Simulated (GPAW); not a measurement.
# Rh L₃ ELNES/XANES of LiRh (P-6m2) from DFT, part 3 of 3

What does one-electron theory with a core hole give for the Rh L₃ edge of LiRh (P-6m2)?

GPAW 26.7.0; X-ray absorption from dipole matrix elements to empty bands, plane-wave PAW LDA.

So far. Step 5 (Spectrum with XCH, Rh atom 1): Main maxima below 30 eV (height): 1.2 eV (1.78), 8.6 eV (1.05) and 12.8 eV (1.19).  Step 6 (Spectrum with FCH, Rh atom 1): The time allowed ran out, so this step gives no result.

### Step 8. Spectrum with XCH, Rh atom 1

A smaller cell brings the holes closer; here they are 5.1 Å apart.

Changed against the first core-hole run: supercell atoms from 24 to 12; the field's mesh follows (4×4×4 to 6×6×4).

File xas.py:

```python
import numpy as np
from ase import Atoms
from ase.parallel import parprint, paropen
from gpaw import GPAW, PW, FermiDirac, Mixer, MixerDif, setup_paths
from gpaw.test import gen
setup_paths.insert(0, '.')
gen('Rh', name='fch2p', xcname='LDA', corehole=(2, 1, 1), write_xml=True)
from gpaw.mpi import world
world.barrier()

atoms = Atoms('Rh6Li6',
    cell=[[-2.65230046, 0, -4.32660441],
     [2.65230046, 0, -4.32660441],
     [-1.32615023, -6.89087873, 0]],
    scaled_positions=[[0.77777778, 0.22222222, 0.88888889],
     [0.27777778, 0.72222222, 0.88888889],
     [0.94444444, 0.05555556, 0.22222222],
     [0.44444444, 0.55555556, 0.22222222],
     [0.11111111, 0.88888889, 0.55555556],
     [0.61111111, 0.38888889, 0.55555556],
     [0.75, 0.75, 0],
     [0.25, 0.25, 0],
     [0.91666667, 0.58333333, 0.33333333],
     [0.41666667, 0.08333333, 0.33333333],
     [0.08333333, 0.41666667, 0.66666667],
     [0.58333333, 0.91666667, 0.66666667]],
    pbc=True)
atoms.calc = calc = GPAW(legacy_gpaw=True, mode=PW(500), xc='LDA', setups={0: 'fch2p'},
    kpts={'size': (6, 6, 4), 'gamma': True}, occupations=FermiDirac(0.1),
    charge=-1, mixer=Mixer(0.1, 5, 50), maxiter=150,
    convergence={'density': 0.0001}, txt='scf.txt')
energy = atoms.get_potential_energy() + calc.get_reference_energy()
ef = calc.get_fermi_level()
out = dict(energy=energy, fermi=ef, forces=atoms.get_forces().tolist())
parprint(f'all-electron energy {energy:.4f} eV, Fermi level {ef:.4f} eV')
ev = np.array([[calc.get_eigenvalues(k, s) for k in range(len(calc.get_ibz_k_points()))] for s in range(calc.get_number_of_spins())])
out['homo'], out['lumo'], out['counts'] = ev[ev < ef].max(), ev[ev > ef].min(), sorted(set((ev < ef).sum((0, 2)).tolist()))
out['filled'] = (ev[:, 0] < ef).sum(1).tolist()

from ase.units import Ha
from gpaw.xas import dipole_matrix_elements
nb = int(calc.get_number_of_electrons() / 2) + 127
top, nb = nb, nb + 8 + nb // 12
nscf = calc.fixed_density(kpts={'size': (6, 6, 4), 'gamma': True}, nbands=nb,
    convergence={'bands': top, 'eigenstates': 1e-5}, maxiter=60, txt='nscf.txt')
cell = atoms.cell.array
ops = [cell.T @ U.T @ np.linalg.inv(cell.T) for U in nscf.wfs.kd.symmetry.op_scc]
E = np.arange(-6, 34, 0.1)
fwhm = np.interp(E, [4, 25], [2.13, 3.5])
Y, X, zero, highest = 0, 0, 1e9, 1e9
for spin in range(nscf.get_number_of_spins()):
    wfs = nscf.wfs
    A = dipole_matrix_elements(wfs.setups[0])
    eps = np.zeros((wfs.kd.nibzkpts, nb))
    d = np.zeros((3, A.shape[1], wfs.kd.nibzkpts, nb), complex)
    for kpt in wfs.kpt_u:
        if kpt.s == spin and 0 in kpt.P_ani:
            eps[kpt.k] = kpt.eps_n * Ha
            d[:, :, kpt.k] = (kpt.weight * wfs.nspins / 2) ** 0.5 * np.inner(A, kpt.P_ani[0])
    world.sum(eps)
    world.sum(d)
    T = np.einsum('amkn,bmkn->abkn', d, d.conj()).real
    T = sum(np.einsum('ai,ijkn,bj->abkn', R, T, R) for R in ops) / len(ops)
    empty = eps > ef
    zero, highest = min(zero, eps[empty].min()), min(highest, eps[:, top - 1].min())
    lines = [(eps, T, empty)] if spin == 0 else lines + [(eps, T, empty)]
for eps, T, empty in lines:
    f = np.einsum('aakn->akn', T).reshape(3, -1)
    x = eps.ravel() - zero
    w = np.interp(x, E, fwhm) / 2.35482
    g = np.exp(-0.5 * ((E[:, None] - x) / w) ** 2) / (w * (2 * np.pi) ** 0.5)
    Y = Y + (f * empty.ravel()) @ g.T
    X = X + (f * ~empty.ravel()) @ g.T
out.update(E=E.round(2).tolist(), xas=Y.tolist(), xes=X.tolist(), zero=zero, valid=highest - zero, nk=len(eps), nb=nb)
for i in range(0, len(E), 10):
    parprint(f'{E[i]:7.2f}', *(f'{v:10.3e}' for v in Y[:, i]))
import json
with paropen('out.json', 'w') as f:
    json.dump(out, f)
```

Launch:

```console
$ OMP_NUM_THREADS=1 mpirun -n 4 gpaw python xas.py
```

Numbers of over 12 decimals in the logs are rounded to 6 here.

What it wrote:

```text
Input parameters:
  charge: -1
  convergence: {density: 0.0001}
  kpts: {gamma: True,
         size: (6, 6, 4)}
  maxiter: 150
  mixer: {backend: pulay,
          beta: 0.1,
          method: separate,
          nmaxold: 5,
          weight: 50}
  mode: {ecut: 500.0,
         name: pw}
  occupations: {fixmagmom: False,
                name: fermi-dirac,
                width: 0.1}
  setups: {0: fch2p}

Initialize ...

[...]
*d    :     0.321388
--------------------------------

Diagonalizing with gridspacing h=0.050

state   all-electron     PAW
-------------------------------
5s:      -0.461536    -0.461784
4p:      -2.410246    -2.410403
4d:      -0.678612    -0.679454
*f:                   -0.022353
-------------------------------
all-electron energy -778280.4798 eV, Fermi level 6.0996 eV
[...]
32.00  5.432e-06  5.443e-06  5.658e-06
  33.00  5.719e-06  5.732e-06  5.871e-06
[key lines of the parts left out:]
Converged after 21 iterations.
Dipole moment: (-2.386082, -9.945143, 0.000000) |e|*Ang
Free energy:    -77.240121
Fermi level: 6.09964
```

Wall time 4.7 min (4 MPI ranks of Arm Neoverse V2, shared host); peak memory 0.6 GiB; 19 min of CPU time.

| E (eV) | first run | this run |
| --- | --- | --- |
| -2.0 | 0.04 | 0.04 |
| -1.0 | 0.35 | 0.39 |
| 0.0 | 1.19 | 1.26 |
| 1.0 | 1.77 | 1.84 |
| 2.0 | 1.61 | 1.64 |
| 3.0 | 1.22 | 1.18 |
| 4.0 | 0.89 | 0.86 |
| 5.0 | 0.70 | 0.68 |
| 6.0 | 0.59 | 0.58 |
| 7.0 | 0.71 | 0.73 |
| 8.0 | 0.99 | 1.00 |
| 9.0 | 1.03 | 1.02 |
| 10.0 | 0.92 | 0.91 |
| 11.0 | 0.93 | 0.94 |
| 12.0 | 1.11 | 1.11 |
| 13.0 | 1.19 | 1.18 |
| 14.0 | 1.07 | 1.06 |
| 15.0 | 0.94 | 0.94 |
| 16.0 | 0.87 | 0.86 |
| 17.0 | 0.83 | 0.82 |
| 18.0 | 0.80 | 0.80 |
| 19.0 | 0.77 | 0.77 |
| 20.0 | 0.74 | 0.73 |
| 21.0 | 0.72 | 0.71 |
| 22.0 | 0.72 | 0.72 |
| 23.0 | 0.73 | 0.73 |
| 24.0 | 0.75 | 0.75 |
| 25.0 | 0.77 | 0.77 |
| 26.0 | 0.80 | 0.80 |
| 27.0 | 0.82 | 0.81 |
| 28.0 | 0.82 | 0.82 |
| 29.0 | 0.83 | 0.82 |
| 30.0 | 0.85 | 0.84 |
| 31.0 | 0.87 | 0.88 |
| 32.0 | 0.91 | 0.92 |

Against the first run the r.m.s. difference is 2 %. The highest intensity below 24 eV stays at 1.2 eV.

The photon energy of the zero moves by +0.05 eV.

### Step 9. Reference energy of the supercell

The cell, mesh and cutoff change for the next run, so it gets a reference energy of its own.

File scf.py:

```python
import numpy as np
from ase import Atoms
from ase.parallel import parprint, paropen
from gpaw import GPAW, PW, FermiDirac, Mixer, MixerDif, setup_paths
from gpaw.test import gen
setup_paths.insert(0, '.')
gen('Rh', name='nch2p', xcname='LDA', corehole=(2, 1, 0), write_xml=True)
from gpaw.mpi import world
world.barrier()

atoms = Atoms('Rh12Li12',
    cell=[[-2.65230046, 4.59391915, 4.32660441],
     [-2.65230046, -4.59391915, 4.32660441],
     [5.30460092, 0, 4.32660441]],
    scaled_positions=[[0, 0.83333333, 0.16666667],
     [0.33333333, 0.16666667, 0.5],
     [0.5, 0.33333333, 0.16666667],
     [0, 0.33333333, 0.66666667],
     [0.66666667, 0.5, 0.83333333],
     [0.66666667, 0, 0.33333333],
     [0.16666667, 0, 0.83333333],
     [0.16666667, 0.5, 0.33333333],
     [0.83333333, 0.66666667, 0.5],
     [0.33333333, 0.66666667, 0],
     [0.5, 0.83333333, 0.66666667],
     [0.83333333, 0.16666667, 0],
     [0.16666667, 0.16666667, 0.16666667],
     [0.5, 0.5, 0.5],
     [0.66666667, 0.66666667, 0.16666667],
     [0.16666667, 0.66666667, 0.66666667],
     [0.83333333, 0.83333333, 0.83333333],
     [0.83333333, 0.33333333, 0.33333333],
     [0.33333333, 0.33333333, 0.83333333],
     [0.33333333, 0.83333333, 0.33333333],
     [0, 0, 0.5],
     [0.5, 0, 0],
     [0.66666667, 0.16666667, 0.66666667],
     [0, 0.5, 0]],
    pbc=True)
atoms.calc = calc = GPAW(legacy_gpaw=True, mode=PW(600), xc='LDA', setups={0: 'nch2p'},
    kpts={'size': (4, 4, 4), 'gamma': True}, occupations=FermiDirac(0.1),
    charge=0, mixer=Mixer(0.1, 5, 50), maxiter=150,
    convergence={'density': 0.0001}, txt='scf.txt')
energy = atoms.get_potential_energy() + calc.get_reference_energy()
ef = calc.get_fermi_level()
out = dict(energy=energy, fermi=ef, forces=atoms.get_forces().tolist())
parprint(f'all-electron energy {energy:.4f} eV, Fermi level {ef:.4f} eV')
ev = np.array([[calc.get_eigenvalues(k, s) for k in range(len(calc.get_ibz_k_points()))] for s in range(calc.get_number_of_spins())])
out['homo'], out['lumo'], out['counts'] = ev[ev < ef].max(), ev[ev > ef].min(), sorted(set((ev < ef).sum((0, 2)).tolist()))
out['filled'] = (ev[:, 0] < ef).sum(1).tolist()
import json
with paropen('out.json', 'w') as f:
    json.dump(out, f)
```

Launch:

```console
$ OMP_NUM_THREADS=1 mpirun -n 4 gpaw python scf.py
```

What it wrote:

```text
Input parameters:
  convergence: {density: 0.0001}
  kpts: {gamma: True,
         size: (4, 4, 4)}
  maxiter: 150
  mixer: {backend: pulay,
          beta: 0.1,
          method: separate,
          nmaxold: 5,
          weight: 50}
  mode: {ecut: 600.0,
         name: pw}
  occupations: {fixmagmom: False,
                name: fermi-dirac,
                width: 0.1}
  setups: {0: nch2p}

Initialize ...

[... PAW data sets ...]

Reference energy: -1562504.868352  # eV

Spin-paired calculation

[... convergence settings ...]
Symmetries present (total): 1
[...]
Unit cell:
           periodic     x           y           z      points  spacing
  1. axis:    yes   -2.652300    4.593919    4.326604    40     0.1696
  2. axis:    yes   -2.652300   -4.593919    4.326604    40     0.1696
  3. axis:    yes    5.304601    0.000000    4.326604    40     0.1696

  Lengths:   6.845312   6.845312   6.845312
  Angles:   84.304724  84.304724  84.304724

Effective grid spacing dv^(1/3) = 0.1703

iter:   1  -147.869465
iter:   2  -138.794796   -0.95  -1.16
iter:   3  -133.992792   -0.67  -1.34
iter:   4  -133.659268   -2.33  -1.68
iter:   5  -133.434083   -2.02  -1.79
iter:   6  -133.530916   -1.76  -2.10
iter:   7  -133.382260   -3.15  -2.12

-------------------------------
```

Run time: 2.8 min. Hardware: 4 MPI ranks; peak memory 0.05 GiB.

The run was cut off at its time limit.

The time allowed ran out, so this step gives no result.

### Step 10. Spectrum with XCH, Rh atom 1

A test of how far the result depends on this setting.

Changed against the first core-hole run: cutoff (eV) to 600.

xas.py: that of step 8 with these lines changed.

```diff
@@ -10,21 +10,33 @@
 
-atoms = Atoms('Rh6Li6',
-    cell=[[-2.65230046, 0, -4.32660441],
-     [2.65230046, 0, -4.32660441],
-     [-1.32615023, -6.89087873, 0]],
-    scaled_positions=[[0.77777778, 0.22222222, 0.88888889],
-     [0.27777778, 0.72222222, 0.88888889],
-     [0.94444444, 0.05555556, 0.22222222],
-     [0.44444444, 0.55555556, 0.22222222],
-     [0.11111111, 0.88888889, 0.55555556],
-     [0.61111111, 0.38888889, 0.55555556],
-     [0.75, 0.75, 0],
-     [0.25, 0.25, 0],
-     [0.91666667, 0.58333333, 0.33333333],
-     [0.41666667, 0.08333333, 0.33333333],
-     [0.08333333, 0.41666667, 0.66666667],
-     [0.58333333, 0.91666667, 0.66666667]],
+atoms = Atoms('Rh12Li12',
+    cell=[[-2.65230046, 4.59391915, 4.32660441],
+     [-2.65230046, -4.59391915, 4.32660441],
+     [5.30460092, 0, 4.32660441]],
+    scaled_positions=[[0, 0.83333333, 0.16666667],
+     [0.33333333, 0.16666667, 0.5],
+     [0.5, 0.33333333, 0.16666667],
+     [0, 0.33333333, 0.66666667],
+     [0.66666667, 0.5, 0.83333333],
+     [0.66666667, 0, 0.33333333],
+     [0.16666667, 0, 0.83333333],
+     [0.16666667, 0.5, 0.33333333],
+     [0.83333333, 0.66666667, 0.5],
+     [0.33333333, 0.66666667, 0],
+     [0.5, 0.83333333, 0.66666667],
+     [0.83333333, 0.16666667, 0],
+     [0.16666667, 0.16666667, 0.16666667],
+     [0.5, 0.5, 0.5],
+     [0.66666667, 0.66666667, 0.16666667],
+     [0.16666667, 0.66666667, 0.66666667],
+     [0.83333333, 0.83333333, 0.83333333],
+     [0.83333333, 0.33333333, 0.33333333],
+     [0.33333333, 0.33333333, 0.83333333],
+     [0.33333333, 0.83333333, 0.33333333],
+     [0, 0, 0.5],
+     [0.5, 0, 0],
+     [0.66666667, 0.16666667, 0.66666667],
+     [0, 0.5, 0]],
     pbc=True)
-atoms.calc = calc = GPAW(legacy_gpaw=True, mode=PW(500), xc='LDA', setups={0: 'fch2p'},
-    kpts={'size': (6, 6, 4), 'gamma': True}, occupations=FermiDirac(0.1),
+atoms.calc = calc = GPAW(legacy_gpaw=True, mode=PW(600), xc='LDA', setups={0: 'fch2p'},
+    kpts={'size': (4, 4, 4), 'gamma': True}, occupations=FermiDirac(0.1),
     charge=-1, mixer=Mixer(0.1, 5, 50), maxiter=150,
@@ -41,5 +53,5 @@
 from gpaw.xas import dipole_matrix_elements
-nb = int(calc.get_number_of_electrons() / 2) + 127
+nb = int(calc.get_number_of_electrons() / 2) + 250
 top, nb = nb, nb + 8 + nb // 12
-nscf = calc.fixed_density(kpts={'size': (6, 6, 4), 'gamma': True}, nbands=nb,
+nscf = calc.fixed_density(kpts={'size': (4, 4, 4), 'gamma': True}, nbands=nb,
     convergence={'bands': top, 'eigenstates': 1e-5}, maxiter=60, txt='nscf.txt')
```

Launch:

```console
$ OMP_NUM_THREADS=1 mpirun -n 4 gpaw python xas.py
```

What it wrote:

```text
Input parameters:
  charge: -1
  convergence: {density: 0.0001}
  kpts: {gamma: True,
         size: (4, 4, 4)}
  maxiter: 150
  mixer: {backend: pulay,
          beta: 0.1,
          method: separate,
          nmaxold: 5,
          weight: 50}
  mode: {ecut: 600.0,
         name: pw}
  occupations: {fixmagmom: False,
                name: fermi-dirac,
                width: 0.1}
  setups: {0: fch2p}

Initialize ...

[... PAW data sets ...]

Reference energy: -1559455.819379  # eV

Spin-paired calculation

[... convergence settings ...]
Symmetries present (total): 1
[...]
2. axis:    yes   -2.652300   -4.593919    4.326604    40     0.1696
  3. axis:    yes    5.304601    0.000000    4.326604    40     0.1696

  Lengths:   6.845312   6.845312   6.845312
  Angles:   84.304724  84.304724  84.304724

Effective grid spacing dv^(1/3) = 0.1703

iter:   1  -173.508560
iter:   2  -152.755647   -0.35  -1.04
iter:   3  -148.610727   -0.57  -1.26
iter:   4  -145.043492   -1.24  -1.42
iter:   5  -144.320045   -2.03  -1.65
iter:   6  -144.202593   -2.26  -1.73
iter:   7  -143.866528   -2.42  -1.84
iter:   8  -143.825700   -3.08  -2.33
iter:   9  -143.827398c  -3.59  -2.42
iter:  10  -143.828217c  -3.55  -2.45

-------------------------------
```

Elapsed: 3.8 min, on 4 MPI ranks; peak memory 0.05 GiB.

The run was cut off at its time limit.

The time allowed ran out, so this step gives no result.

### Step 11. What the core hole does

Both curves are counted from their own zero, so only the shift of weight within the empty states shows.

| E (eV) | no hole | XCH |
| --- | --- | --- |
| -2.0 | 0.07 | 0.04 |
| -1.0 | 0.58 | 0.35 |
| 0.0 | 1.79 | 1.19 |
| 1.0 | 2.42 | 1.77 |
| 2.0 | 2.01 | 1.61 |
| 3.0 | 1.42 | 1.22 |
| 4.0 | 0.96 | 0.89 |
| 5.0 | 0.72 | 0.70 |
| 6.0 | 0.55 | 0.59 |
| 7.0 | 0.62 | 0.71 |
| 8.0 | 0.86 | 0.99 |
| 9.0 | 0.92 | 1.03 |
| 10.0 | 0.81 | 0.92 |
| 11.0 | 0.80 | 0.93 |
| 12.0 | 0.94 | 1.11 |
| 13.0 | 1.03 | 1.19 |
| 14.0 | 0.96 | 1.07 |
| 15.0 | 0.85 | 0.94 |
| 16.0 | 0.77 | 0.87 |
| 17.0 | 0.72 | 0.83 |
| 18.0 | 0.69 | 0.80 |
| 19.0 | 0.67 | 0.77 |
| 20.0 | 0.63 | 0.74 |
| 21.0 | 0.61 | 0.72 |
| 22.0 | 0.60 | 0.72 |
| 23.0 | 0.61 | 0.73 |
| 24.0 | 0.62 | 0.75 |
| 25.0 | 0.64 | 0.77 |
| 26.0 | 0.66 | 0.80 |
| 27.0 | 0.67 | 0.82 |
| 28.0 | 0.68 | 0.82 |
| 29.0 | 0.68 | 0.83 |
| 30.0 | 0.70 | 0.85 |
| 31.0 | 0.73 | 0.87 |
| 32.0 | 0.79 | 0.91 |

With each curve scaled to its own mean, the area from −2 to 6 eV with the hole is 8.1 against 10.2, and the centre of weight from −1 to 20 eV moves by +1.1 eV (first and strongest maxima below 20 eV: 1.0 eV (2.42), 8.6 eV (0.93) and 13.0 eV (1.03) without the hole, 1.2 eV (1.78), 8.6 eV (1.05) and 12.8 eV (1.19) with it): the near-edge weight falls against the higher-lying part.

### Step 12. Summary of results

- absorber and edge: Rh L₃, atom 1 of the ground-state input (counted from 1)
- surroundings: 6 Li at 2.65 Å and 6 Rh at 2.65 Å (anticuboctahedral, as in hcp, site symmetry -6m2)
- highest intensity below 24 eV: 1.2 eV above the zero, height 1.78

The Rh L₃ edge of atom 1, with 6 Li at 2.65 Å and 6 Rh at 2.65 Å (anticuboctahedral, as in hcp, site symmetry -6m2), has its highest intensity of the first 24 eV at 1.2 eV above the zero, 1.8 times the mean level of the first 20 eV (Gaussian full width 2.13 eV up to 4 eV, rising linearly to 3.5 eV at 25 eV). With each curve scaled to its own mean, the area from −2 to 6 eV with the hole is 8.1 against 10.2, and the centre of weight from −1 to 20 eV moves by +1.1 eV (first and strongest maxima below 20 eV: 1.0 eV (2.42), 8.6 eV (0.93) and 13.0 eV (1.03) without the hole, 1.2 eV (1.78), 8.6 eV (1.05) and 12.8 eV (1.19) with it): the near-edge weight falls against the higher-lying part. Changing the supercell atoms from 24 to 12 alters the shape by 2 % r.m.s., so this setting is converged. At the Rh L₃ edge of atom 1 polarisation matters most near 0.8 eV, where the curves differ by 1.3 on this scale. Only the L₃ part is meant: spin–orbit coupling of the core level isn't computed and the L₂ copy isn't added. The script folds with a Gaussian, whereas the core hole's own line is a Lorentzian, so the onset is too steep and the first peak too high. The structure is a computed Materials Project entry and may be a hypothetical form.

[Banner, clock and machine lines of the logs are left out without a mark of their own.]

[Logs are printed without paths, hosts, clocks, repeated set-up lines and the standing remarks that a program may print on its own settings, such as how far it seeks lower states.]

[Hosts, paths, dates, database ids (printed as entryN), source tags and the programs' standing remarks are cut or masked in the printed files.]

[Lists of maxima count a maximum above −3 eV only where it reaches 4 % of the highest in the window and stands out from its surroundings by 2 % of it (1.5 % where it reaches 55 %); shoulders and weaker maxima are passed over, and of the rest the first, up to two pre-edge ones and the few strongest are named.]
